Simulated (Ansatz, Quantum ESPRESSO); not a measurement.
# W2CCl2 MXene, 1 layer: biaxial strain by an ASE script, part 2 of 2

Wanted: deformation of the bands of W2CCl2 MXene, 1 layer, driven from Python.

Quantum ESPRESSO 7.5; plane-wave DFT, PBE, GBRV ultrasoft pseudopotentials; geometry by Ansatz 0.2.0 with PAW datasets.

So far: Starting point; Geometry from Ansatz.

### Step 3. Running the series

Under ESM bc1 levels count from the vacuum, or from the mean of the two vacuum levels where the sheet has a dipole, so band edges at unlike strains can be compared.

Level of this step: plane-wave DFT, PBE, GBRV ultrasoft pseudopotentials (Quantum ESPRESSO 7.5).

run.py reads:

```python
import json
import numpy as np
from ase import Atoms
from ase.calculators.espresso import Espresso, EspressoProfile

profile = EspressoProfile(command='mpirun -n 4 pw.x -nk 4', pseudo_dir='../pseudo')
pseudopotentials = {'C': 'c_pbe_v1.2.uspp.F.UPF', 'Cl': 'cl_pbe_v1.4.uspp.F.UPF', 'W': 'w_pbe_v1.2.uspp.F.UPF'}
system = {'ecutwfc': 40, 'ecutrho': 200, 'occupations': 'smearing', 'smearing': 'fd', 'degauss': 0.002}


def calculator(name, kpts, **extra):
    data = dict(control=dict(tprnfor=True, verbosity='high', disk_io='none'),
                system=system | extra,
                electrons=dict(conv_thr=1e-09, mixing_beta=0.4, mixing_mode='plain',
                               electron_maxstep=100))
    return Espresso(profile=profile, directory=name, pseudopotentials=pseudopotentials, kpts=kpts, input_data=data)


def centre(atoms):
    z = atoms.positions[:, 2]
    atoms.positions[:, 2] -= (z.max() + z.min()) / 2  # ESM wants the slab about z = 0
    return atoms

sheet = Atoms(
    ['Cl', 'W', 'C', 'W', 'Cl'],
    scaled_positions=[
        [0.3333333333, 0.6666666667, 0.3692906713],
        [0.6666666667, 0.3333333333, 0.4560939463],
        [0.0000000000, 0.0000000000, 0.5000000040],
        [0.3333333333, 0.6666666667, 0.5439060330],
        [0.6666666667, 0.3333333333, 0.6307093454]],
    cell=[
        [3.380659064542, 0.000000000000, 0.000000000000],
        [-1.690329532271, 2.927736631427, 0.000000000000],
        [0.000000000000, 0.000000000000, 20.863124823300]],
    pbc=True)

rows = []
for strain in [-0.03, -0.015, 0.0, 0.015, 0.03]:
    atoms = sheet.copy()
    atoms.set_cell(sheet.cell.array * [[1 + strain], [1 + strain], [1]], scale_atoms=True)
    atoms = centre(atoms)
    atoms.calc = calculator(f's{strain:+.3f}', (12, 12, 1), assume_isolated='esm', esm_bc='bc1', nbnd=27)
    energy = atoms.get_potential_energy()
    levels = np.array([atoms.calc.get_eigenvalues(kpt=i) for i in range(len(atoms.calc.get_ibz_k_points()))])
    top, bottom = levels[:, 22].max(), levels[:, 23].min()
    direct = (levels[:, 23] - levels[:, 22]).min()
    rows.append([strain, energy, top, bottom, direct])
    print(f'strain {strain:+.3f}: E = {energy:.5f} eV, valence top {top:.3f}, conduction bottom {bottom:.3f}, '
          f'gap {bottom - top:.3f}, least direct gap {direct:.3f} eV')

x, energy, top, bottom, direct = np.array(rows).T
area = np.linalg.norm(np.cross(*sheet.cell[:2]))
stiffness = np.polyfit(x, energy, 2)[0] / area * 16.0218  # C11 + C12, heights clamped
print(f'valence and conduction edges move by {np.polyfit(x, top, 1)[0]:.2f} and {np.polyfit(x, bottom, 1)[0]:.2f} eV per unit biaxial strain')
print(f'C11 + C12 with clamped heights: {stiffness:.1f} N/m')
json.dump(dict(rows=rows, stiffness=stiffness), open('result.json', 'w'))
```

The run is started by

```sh
> OMP_NUM_THREADS=1 python run.py
```

The program printed:

```text
strain -0.030: E = -5393.20561 eV, valence top -3.815, conduction bottom -3.878, gap -0.062, least direct gap 0.270 eV
strain -0.015: E = -5393.36912 eV, valence top -3.930, conduction bottom -3.897, gap 0.033, least direct gap 0.252 eV
strain +0.000: E = -5393.42884 eV, valence top -4.064, conduction bottom -3.946, gap 0.119, least direct gap 0.235 eV
strain +0.015: E = -5393.39179 eV, valence top -4.172, conduction bottom -4.014, gap 0.158, least direct gap 0.221 eV
strain +0.030: E = -5393.26749 eV, valence top -4.254, conduction bottom -4.117, gap 0.137, least direct gap 0.208 eV
valence and conduction edges move by -7.47 and -3.98 eV per unit biaxial strain
C11 + C12 with clamped heights: 345.5 N/m
```

Wall time 9.7 min (4 MPI ranks of Arm Neoverse N1, shared host); peak memory 0.91 GiB; 39 min of CPU time.

The input that ASE wrote for the first run, and its log:

```
&CONTROL
   verbosity        = 'high'
   tprnfor          = .true.
   disk_io          = 'none'
   pseudo_dir       = '../pseudo'
/
&SYSTEM
   nbnd             = 27
   ecutwfc          = 40
   ecutrho          = 200
   occupations      = 'smearing'
   degauss          = 0.002
   smearing         = 'fd'
   assume_isolated  = 'esm'
   esm_bc           = 'bc1'
   ntyp             = 3
   nat              = 5
   ibrav            = 0
/
&ELECTRONS
   electron_maxstep = 100
   conv_thr         = 1e-09
   mixing_mode      = 'plain'
   mixing_beta      = 0.4
/
&IONS
/
&CELL
/
&FCP
/
&RISM
/
ATOMIC_SPECIES
Cl 35.45 cl_pbe_v1.4.uspp.F.UPF
W 183.84 w_pbe_v1.2.uspp.F.UPF
C 12.011 c_pbe_v1.2.uspp.F.UPF

K_POINTS automatic
12 12 1  0 0 0

CELL_PARAMETERS angstrom
3.27923929260574 0.00000000000000 0.00000000000000
-1.63961964630287 2.83990453248419 0.00000000000000
0.00000000000000 0.00000000000000 20.86312482330000

ATOMIC_POSITIONS angstrom
Cl -0.0000000002 1.8932696884 -2.7270052144  
W 1.6396196465 0.9466348441 -0.9160176530  
C 0.0000000000 0.0000000000 -0.0000000908  
W -0.0000000002 1.8932696884 0.9160168728  
Cl 1.6396196465 0.9466348441 2.7270052144
```

```text
Program PWSCF v.7.5 starts
[citation notice left out]

     Parallel version (MPI & OpenMP), running on       4 processor cores
     Number of MPI processes:                 4
     Threads/MPI process:                     1

     MPI processes distributed on     1 nodes
[... 1 line left out ...]

Warning: card &CELL ignored
Warning: card &FCP ignored
Warning: card &RISM ignored

     Current dimensions of program PWSCF are:
     Max number of different atomic species (ntypx) = 10
     Max number of k-points (npk) =  40000
     Max angular momentum in pseudopotentials (lmaxx) =  4
     Message from routine setup:
     using ibrav=0 with symmetry is DISCOURAGED, use correct ibrav instead

     K-points division:     npool     =       4
     Subspace diagonalization in iterative solution of the eigenvalue problem:
     a serial algorithm will be used

     G-vector sticks info
     --------------------
     sticks:   dense  smooth     PW     G-vecs:    dense   smooth      PW
     Sum         517     421    121                62397    44847    7539

     Using Slab Decomposition

     bravais-lattice index     =            0
     lattice parameter (alat)  =       6.1969  a.u.
     unit-cell volume          =    1311.1513 (a.u.)^3
     number of atoms/cell      =            5
     number of atomic types    =            3
     number of electrons       =        46.00
     number of Kohn-Sham states=           27
     kinetic-energy cutoff     =      40.0000  Ry
     charge density cutoff     =     200.0000  Ry
     scf convergence threshold =      1.0E-09
     mixing beta               =       0.4000
     number of iterations used =            8  plain     mixing
     Exchange-correlation= SLA  PW   PBE  PBE
                           (   1   4   3   4   0   0   0)

     Effective Screening Medium Method
     =================================
     Boundary Conditions: Vacuum-Slab-Vacuum
     total charge in unit cell        =   0.0000
     grid points for fit at edges     =        4

[... 10 lines left out ...]
     PseudoPot. # 1 for Cl read from file:
     ../pseudo/cl_pbe_v1.4.uspp.F.UPF
     Pseudo is Ultrasoft + core correction, Zval =  7.0
     Generated by new atomic code, or converted to UPF format
     Using radial grid of  909 points,  6 beta functions with:
                l(1) =   0
                l(2) =   0
                l(3) =   1
                l(4) =   1
                l(5) =   2
                l(6) =   2
     Q(r) pseudized with  8 coefficients,  rinner =    1.300   1.300   1.300
                                                       1.300   1.300

     PseudoPot. # 2 for W  read from file:
     ../pseudo/w_pbe_v1.2.uspp.F.UPF
     Pseudo is Ultrasoft + core correction, Zval = 14.0
     Generated by new atomic code, or converted to UPF format
     Using radial grid of  923 points,  8 beta functions with:
                l(1) =   0
[... 789 lines left out ...]

     negative rho (up, down):  1.682E-01 0.000E+00

     Forces acting on atoms (cartesian axes, Ry/au):

     atom    1 type  1   force =    -0.00000000   -0.00000000   -0.01569243
     atom    2 type  2   force =    -0.00000000   -0.00000000   -0.04553243
     atom    3 type  3   force =     0.00000000   -0.00000000    0.00000000
     atom    4 type  2   force =     0.00000000   -0.00000000    0.04553243
     atom    5 type  1   force =    -0.00000000   -0.00000000    0.01569243
     The non-local contrib.  to forces
     atom    1 type  1   force =    -0.00000000   -0.00000000    0.25672658
     atom    2 type  2   force =     0.00000000   -0.00000000   -0.25264819
     atom    3 type  3   force =     0.00000000   -0.00000000    0.00000000
     atom    4 type  2   force =     0.00000000   -0.00000000    0.25264819
     atom    5 type  1   force =     0.00000000    0.00000000   -0.25672658
     The ionic contribution  to forces
     atom    1 type  1   force =     0.00000000   -0.00000000 -101.30568702
     atom    2 type  2   force =    -0.00000000    0.00000000  -87.63665697
     atom    3 type  3   force =    -0.00000000    0.00000000    0.00000617
     atom    4 type  2   force =     0.00000000   -0.00000000   87.63664791
     atom    5 type  1   force =    -0.00000000    0.00000000  101.30568992
     The local contribution  to forces
     atom    1 type  1   force =     0.00000000   -0.00000000  101.03897223
     atom    2 type  2   force =    -0.00000002    0.00000000   87.87489054
     atom    3 type  3   force =     0.00000000   -0.00000000    0.00000026
     atom    4 type  2   force =     0.00000002   -0.00000001  -87.87478560
     atom    5 type  1   force =    -0.00000000    0.00000000 -101.03898373
     The core correction contribution to forces
     atom    1 type  1   force =    -0.00000000    0.00000000   -0.00571566
     atom    2 type  2   force =     0.00000000   -0.00000000   -0.03112263
     atom    3 type  3   force =     0.00000000   -0.00000000   -0.00000000
     atom    4 type  2   force =    -0.00000000    0.00000000    0.03112188
     atom    5 type  1   force =     0.00000000   -0.00000000    0.00571566
     The Hubbard contrib.    to forces
     atom    1 type  1   force =     0.00000000    0.00000000    0.00000000
     atom    2 type  2   force =     0.00000000    0.00000000    0.00000000
     atom    3 type  3   force =     0.00000000    0.00000000    0.00000000
     atom    4 type  2   force =     0.00000000    0.00000000    0.00000000
     atom    5 type  1   force =     0.00000000    0.00000000    0.00000000
     The SCF correction term to forces
     atom    1 type  1   force =     0.00000000    0.00000000    0.00000714
     atom    2 type  2   force =    -0.00000000   -0.00000000    0.00005238
     atom    3 type  3   force =    -0.00000000   -0.00000000    0.00000000
     atom    4 type  2   force =     0.00000000    0.00000000   -0.00005238
     atom    5 type  1   force =    -0.00000000   -0.00000000   -0.00000714

     Total force =     0.068110     Total SCF correction =     0.000075
     Message from routine punch:
     Nothing written, as per user request (disk_io='none')

[... 1 line left out ...]

[... 1 line left out ...]

[... 1 line left out ...]

[... 3 lines left out ...]

[... 1 line left out ...]

[... 2 lines left out ...]

[... 1 line left out ...]

[... 1 line left out ...]

=------------------------------------------------------------------------------=
   JOB DONE.
=------------------------------------------------------------------------------=
```

Numbers from this step:

```
biaxial stiffness : 345.5 N/m
```

Table of band edge from the vacuum level by biaxial strain:

| biaxial strain (%) | valence top (eV) | conduction bottom (eV) |
| --- | --- | --- |
| -3.00 | -3.82 | -3.88 |
| -1.50 | -3.93 | -3.90 |
| 0.00 | -4.06 | -3.95 |
| 1.50 | -4.17 | -4.01 |
| 3.00 | -4.25 | -4.12 |

Table of gap by biaxial strain:

| biaxial strain (%) | on the mesh (eV) | least direct (eV) |
| --- | --- | --- |
| -3.00 | -0.0625 | 0.270 |
| -1.50 | 0.0329 | 0.252 |
| 0.00 | 0.119 | 0.235 |
| 1.50 | 0.158 | 0.221 |
| 3.00 | 0.137 | 0.208 |

The energy over the lowest by biaxial strain:

| biaxial strain (%) | energy over the lowest (meV) |
| --- | --- |
| -3.00 | 223 |
| -1.50 | 59.7 |
| 0.00 | 0 |
| 1.50 | 37.1 |
| 3.00 | 161 |

### Step 4. The script: PBE, SG15 norm-conserving

Level of this step: plane-wave DFT, PBE, SG15 norm-conserving pseudopotentials (Quantum ESPRESSO 7.5).

run.py, as its differences from the input of step 3:

```diff
@@ -6,4 +6,4 @@
 profile = EspressoProfile(command='mpirun -n 4 pw.x -nk 4', pseudo_dir='../pseudo')
-pseudopotentials = {'C': 'c_pbe_v1.2.uspp.F.UPF', 'Cl': 'cl_pbe_v1.4.uspp.F.UPF', 'W': 'w_pbe_v1.2.uspp.F.UPF'}
-system = {'ecutwfc': 40, 'ecutrho': 200, 'occupations': 'smearing', 'smearing': 'fd', 'degauss': 0.002}
+pseudopotentials = {'C': 'C_ONCV_PBE-1.2.upf', 'Cl': 'Cl_ONCV_PBE-1.2.upf', 'W': 'W_ONCV_PBE-1.2.upf'}
+system = {'ecutwfc': 60, 'ecutrho': 240, 'occupations': 'smearing', 'smearing': 'fd', 'degauss': 0.002}
 
@@ -42,7 +42,7 @@
     atoms = centre(atoms)
-    atoms.calc = calculator(f's{strain:+.3f}', (12, 12, 1), assume_isolated='esm', esm_bc='bc1', nbnd=27)
+    atoms.calc = calculator(f's{strain:+.3f}', (12, 12, 1), assume_isolated='esm', esm_bc='bc1', nbnd=41)
     energy = atoms.get_potential_energy()
     levels = np.array([atoms.calc.get_eigenvalues(kpt=i) for i in range(len(atoms.calc.get_ibz_k_points()))])
-    top, bottom = levels[:, 22].max(), levels[:, 23].min()
-    direct = (levels[:, 23] - levels[:, 22]).min()
+    top, bottom = levels[:, 36].max(), levels[:, 37].min()
+    direct = (levels[:, 37] - levels[:, 36]).min()
     rows.append([strain, energy, top, bottom, direct])
```

The run is started by

```sh
> OMP_NUM_THREADS=1 python run.py
```

The program printed:

```text
strain -0.030: E = -15779.32409 eV, valence top -3.829, conduction bottom -3.894, gap -0.065, least direct gap 0.255 eV
strain -0.015: E = -15779.47921 eV, valence top -3.945, conduction bottom -3.917, gap 0.028, least direct gap 0.234 eV
strain +0.000: E = -15779.53221 eV, valence top -4.078, conduction bottom -3.967, gap 0.111, least direct gap 0.216 eV
strain +0.015: E = -15779.49004 eV, valence top -4.166, conduction bottom -4.039, gap 0.127, least direct gap 0.201 eV
strain +0.030: E = -15779.36179 eV, valence top -4.249, conduction bottom -4.144, gap 0.106, least direct gap 0.187 eV
valence and conduction edges move by -7.07 and -4.14 eV per unit biaxial strain
C11 + C12 with clamped heights: 340.1 N/m
```

Wall time 25 min (4 MPI ranks); peak memory 0.78 GiB.

This step gave:

```
biaxial stiffness : 340.1 N/m
```

Table of band edge from the vacuum level by biaxial strain:

| biaxial strain (%) | valence top (eV) | conduction bottom (eV) |
| --- | --- | --- |
| -3.00 | -3.83 | -3.89 |
| -1.50 | -3.95 | -3.92 |
| 0.00 | -4.08 | -3.97 |
| 1.50 | -4.17 | -4.04 |
| 3.00 | -4.25 | -4.14 |

The gap by biaxial strain:

| biaxial strain (%) | on the mesh (eV) | least direct (eV) |
| --- | --- | --- |
| -3.00 | -0.0646 | 0.255 |
| -1.50 | 0.0278 | 0.234 |
| 0.00 | 0.111 | 0.216 |
| 1.50 | 0.127 | 0.201 |
| 3.00 | 0.106 | 0.187 |

The energy over the lowest by biaxial strain:

| biaxial strain (%) | energy over the lowest (meV) |
| --- | --- |
| -3.00 | 208 |
| -1.50 | 53.0 |
| 0.00 | 0 |
| 1.50 | 42.2 |
| 3.00 | 170 |

### Step 5. By hand

Under equal strain ε in the plane, E = A (C11 + C12) ε². From the points at ±1.5 %: d²E/dε² = (59.72 + 37.05 − 2 × 0.00) meV / 0.015² = 430 eV, and 430/(2 × 9.898 Å²) × 16.02 = 348 N/m.

### Step 6. What came out

```yaml
c11_c12_heights_clamped_pbe_gbrv_ultrasoft: 346 N/m
c11_c12_heights_clamped_pbe_sg15_norm_conserving: 340 N/m
```

In words: The sheet's biaxial stiffness comes to 346 N/m (PBE, GBRV ultrasoft). The bands touch or overlap at some strains, so edges by band count are no gaps there. Heights are clamped under strain, which makes a sheet with several atomic planes too stiff. Semilocal gaps are too small. Spin-orbit coupling is left out; depending on the atoms that carry the levels of interest, it can split and shift them by tenths of an eV to an eV or more.

[Logs are printed without paths, hosts, clocks, repeated set-up lines and the standing remarks that a program may print on its own settings, such as how far it seeks lower states.]

[Hosts, paths, dates, database ids (printed as entryN), source tags and the programs' standing remarks are cut or masked in the printed files.]

[Maps of the electrostatic potential energy from Ansatz leave out the sawtooth potential of an applied field or a dipole correction, so their vacuum need not be flat; planar profiles and work functions include it.]
